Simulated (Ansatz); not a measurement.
# AgHPt (built on the sites of a database entry of LiHPd): phonons and vibrational spectra

Wanted: phonon frequencies of AgHPt (built on the sites of a database entry of LiHPd) and what follows from them.

Main program and level: Ansatz 0.2.0; DFT r2SCAN, scalar-relativistic, plane waves, PAW.

Most raw output is cut from this account.

The structure was built from a prototype and need not be the compound's stable phase.

## (1) The structure

The structure is tetragonal, space group P4/mmm (No. 123). The conventional cell has a = 2.893 Å, b = 2.893 Å, c = 4.064 Å, α = 90.00°, β = 90.00°, γ = 90.00°. Nearest to Ag lie 2 H at 2.03 Å. H has 2 Ag at 2.03 Å and 4 Pt at 2.05 Å nearest. Nearest to Pt lie 4 H at 2.05 Å. Farther neighbours are not listed.

## (2) Relaxation

Harmonic phonons are second derivatives at a point where the forces vanish, and they are wanted at zero stress, so atoms and cell are relaxed first.

The input, input.yaml:

```yaml
crystal:
  lattice:
    - [2.89324, 0.0, 0.0]
    - [0.0, 2.89324, 0.0]
    - [0.0, 0.0, 4.06413]
  atoms:
    - { symbol: Ag, position: [0.5, 0.5, 0.5] }
    - { symbol: H, position: [0.5, 0.5, 0.0] }
    - { symbol: Pt, position: [0.0, 0.0, 0.0] }
kpoints:
  mp_grid: { grid: [14, 14, 10] }
hamiltonian:
  xc: r2scan
scf:
  occupations: { method: gaussian, width: 0.1 }
output:
  forces: true
  stress: true
  eigenvalues: true
relax:
  adjacent_minimum: "off"
  f_tol: 0.005
  max_steps: 80
  cell: { stress_tol: 0.05 }
```

Launch:

```sh
ansatz run input.yaml --threads 8 --pin off --max-ram 14336MiB --backend cpu --events-out ev --progress --plain --runs-dir out
```

It took 21 s on 8 threads of Arm Neoverse V2, shared host; peak memory 0.63 GiB; 2.6 min of CPU time.

The steps of the relaxation:

```csv
step,energy less that of the first step (eV),largest force component (eV/Å),pressure (GPa),volume (Å³)
1,0.0000,0.0000,5.38,34.02
2,-0.1109,0.0000,-1.66,35.45
3,-0.1832,0.0000,3.34,34.78
4,-0.1928,0.0000,0.82,35.37
5,-0.1936,0.0000,-0.01,35.60
6,-0.1936,0.0000,0.00,35.61
7*,-0.1958,0.0000,0.02,35.61
8,-0.1958,0.0000,0.00,35.62
9*,-0.1958,0.0000,0.00,35.62
```

Relaxation steps marked * repeat the geometry before them on a plane-wave basis chosen anew for their cell, so energy and pressure can jump there.

Forces are held to the 16 operations that the run works with; a distortion that breaks them can't arise in this run.

```csv
cell as run,before,after,change
a (Å),2.893,2.793,-3.4 %
b (Å),2.893,2.793,-3.4 %
c (Å),4.064,4.565,+12.3 %
volume (Å³/atom),11.34,11.87,+4.7 %
```

The relaxed structure:

```xyz
3
Lattice="2.7935 0.0000 0.0000 0.0000 2.7935 0.0000 0.0000 0.0000 4.5649" Properties=species:S:1:pos:R:3 pbc="T T T"
Ag    1.3967    1.3967    2.2825
H     1.3967    1.3967    0.0000
Pt    0.0000    0.0000    0.0000
```

Numbers from this step:

```yaml
pressure: 0.001723 GPa
volume_per_atom: 11.87 Å³
gap_on_the_k_mesh: 0 eV
```

In this step the volume went from 11.34 to 11.87 Å³/atom.

## (3) Relaxing to small forces for the phonons

Phonons need a cell at rest on their own settings, so the relaxation is repeated with tight tolerances on forces and stress on the k mesh and occupations of the first response run.

The input, input.yaml:

```yaml
crystal:
  lattice:
    - [2.7934713063, 0.0, 0.0]
    - [0.0, 2.7934713063, 0.0]
    - [0.0, 0.0, 4.5649009195]
  atoms:
    - { symbol: Ag, position: [0.5, 0.5, 0.5] }
    - { symbol: H, position: [0.5, 0.5, 0.0] }
    - { symbol: Pt, position: [0.0, 0.0, 0.0] }
kpoints:
  mp_grid: { grid: [16, 16, 12] }
hamiltonian:
  xc: r2scan
scf:
  occupations: { method: methfessel_paxton, width: 0.2 }
output:
  forces: true
  stress: true
  eigenvalues: true
relax:
  adjacent_minimum: "off"
  f_tol: 0.001
  max_steps: 60
  cell: { stress_tol: 0.01 }
```

Wall time 17 s (8 threads); peak memory 0.69 GiB; 2.2 min of CPU time.

The steps of the relaxation:

```csv
step,energy less that of the first step (eV),largest force component (eV/Å),pressure (GPa),volume (Å³)
1,0.0000,0.0000,0.00,35.62
2,-0.0001,0.0000,-0.08,35.66
3,-0.0001,0.0000,0.13,35.62
4,-0.0001,0.0000,0.00,35.65
5*,-0.0001,0.0000,0.00,35.65
```

Relaxation steps marked * repeat the geometry before them on a plane-wave basis chosen anew for their cell, so energy and pressure can jump there. Relaxation step 3 was tried and not accepted.

The run keeps the 16 symmetry operations that it works with, so distortions that break them were not tested.

```csv
"conventional cell, symmetrised",before,after,change
a (Å),2.793,2.791,-0.1 %
b (Å),2.793,2.791,-0.1 %
c (Å),4.565,4.576,+0.2 %
volume (Å³/atom),11.87,11.88,+0.1 %
```

Final coordinates:

```xyz
3
Lattice="2.7912 0.0000 0.0000 0.0000 2.7912 0.0000 0.0000 0.0000 4.5757" Properties=species:S:1:pos:R:3 pbc="T T T"
Ag    1.3956    1.3956    2.2879
H     1.3956    1.3956    0.0000
Pt    0.0000    0.0000    0.0000
```

This step gave:

| Property | Result |
| --- | --- |
| pressure | -2.77e-4 GPa |
| volume per atom | 11.88 Å³ |

The forces vanish by symmetry and the pressure is 0.000 GPa, within the tolerances set. The cell now holds 11.88 Å³/atom.

## (4) Linear response at the zone centre

The zone centre is the only wavevector solved here; it holds the modes that light can see, as far as symmetry allows. No field response is asked, since the mesh shows no gap.

input.yaml, the sections that differ from step 3:

```yaml
crystal:
  lattice:
    - [2.7912040581, 0.0, 0.0]
    - [0.0, 2.7912040581, 0.0]
    - [0.0, 0.0, 4.5757372868]
  atoms:
    - { symbol: Ag, position: [0.5, 0.5, 0.5] }
    - { symbol: H, position: [0.5, 0.5, 0.0] }
    - { symbol: Pt, position: [0.0, 0.0, 0.0] }
output:
  eigenvalues: true
phonons:
  method: dfpt
# kpoints, hamiltonian, scf: as in step 3
# relax: removed
```

Wall time 4.3 min (8 threads); peak memory 2.6 GiB; 33 min of CPU time.

Numbers from this step:

* sum-rule residual before enforcement: 8.72e-5 eV/Å²
* point group: 4/mmm
* highest optical mode at the zone centre (no LO-TO term): 668.0 cm⁻¹
* lowest optical zone-centre mode: -461.6 cm⁻¹

Patterns of degenerate modes are one choice out of their space. Modes at Γ, with each element's share of the kinetic energy (negative means imaginary):

```csv
mode,frequency (cm⁻¹),symmetry,Ag %,H %,Pt %
1,-461.6,Eu,0,100,0
2,-461.6,Eu,0,100,0
3,0.0,acoustic,35,0,64
4,0.0,acoustic,35,0,64
5,0.0,acoustic,35,0,64
6,57.2,Eu,64,0,36
7,57.2,Eu,64,0,36
8,129.0,A2u,64,1,36
9,668.0,A2u,1,99,0
```

Displacements in mode 2 (-461.6 cm⁻¹), the largest set to 1:
```
Ag1 0.00 0.00 0.00
H2  0.00 1.00 0.00
Pt3 0.00 0.00 0.00
```

Displacements in mode 7 (57.2 cm⁻¹), the largest set to 1:
```
Ag1  0.00  1.00  0.00
H2   0.00 -0.13  0.00
Pt3  0.00 -0.55  0.00
```

Before it was imposed, the acoustic sum rule was missed by 8.7e-5 eV/Å². Small misses are needed for a sound result but don't prove that mesh and cutoff are converged. The lowest optical mode is imaginary, 461.6i cm⁻¹, so the energy falls along it.

## (5) Isotope substitution, element Ag, natural mass 107.868 amu

An isotope changes the mass and not the force constants, so no new electronic calculation is needed; the shifts show which modes move this element.

The same force constants with the mass of Ag changed from 107.868 to 108.905 u (phonopy, no LO-TO term). Both lists are sorted by frequency; levels can cross, so a row need not hold one and the same mode. Modes under 3 cm⁻¹ are left out. Isotope shifts, by row:

```csv
q,rank,natural mass (cm⁻¹),changed mass (cm⁻¹)
0 0 0,1,-461.6,-461.6
0 0 0,2,-461.6,-461.6
0 0 0,6,57.2,57.02
0 0 0,7,57.2,57.02
0 0 0,8,129,128.7
0 0 0,9,668,668
```

A mode of this element alone would shift by -0.48 %. The highest zone-centre frequency without the field goes from 668.0 to 668.0 cm⁻¹ (-0.0 %).

## (6) Isotope substitution, element H, natural mass 1.008 amu

The same for H, from 1.01 to 2.01 u.

The same force constants with the mass of H changed from 1.008 to 2.014 u (phonopy, no LO-TO term). Both lists are sorted by frequency; levels can cross, so a row need not hold one and the same mode. Modes under 3 cm⁻¹ are left out. Isotope shifts, by row:

```csv
q,rank,natural mass (cm⁻¹),changed mass (cm⁻¹)
0 0 0,1,-461.6,-327.1
0 0 0,2,-461.6,-327.1
0 0 0,6,57.2,57.19
0 0 0,7,57.2,57.19
0 0 0,8,129,128.6
0 0 0,9,668,474.9
```

A mode of this element alone would shift by -29.26 %. The highest zone-centre frequency without the field goes from 668.0 to 474.9 cm⁻¹ (-28.9 %).

## (7) Results

| Property | Result |
| --- | --- |
| space group after relaxation (within 0.01 Å) | P4/mmm |
| volume per atom | 11.9 Å³ |
| electronic character | no gap on this mesh |
| highest optical mode at the zone centre (no LO-TO term) | 668 cm⁻¹ |
| lowest optical zone-centre mode | -462 cm⁻¹ |
| imaginary modes at Γ (the only wavevector solved) | yes |

**Reading.** A zone-centre mode is imaginary (461.6i cm⁻¹), so this structure is not a minimum of the energy. The optical modes at Γ span -462 to 668 cm⁻¹ (negative means imaginary). No dispersion was computed. The highest mode in this list at Γ, 668.0 cm⁻¹, is mostly motion of H (99 % of the kinetic energy). With no gap, or one that is small against the smearing, the frequencies hang on the k mesh and the smearing, most of all near Kohn anomalies. Spin-orbit coupling is left out, which can matter for the heavy elements here. The starting cell was built on a prototype and not taken from a measurement, so the phase need not exist. These are harmonic frequencies at zero temperature: anharmonic shifts, linewidths and thermal expansion are left out.

[Logs are printed without paths, hosts, clocks, repeated set-up lines and the standing remarks that a program may print on its own settings, such as how far it seeks lower states.]

[Hosts, paths, dates, database ids (printed as entryN), source tags and the programs' standing remarks are cut or masked in the printed files.]
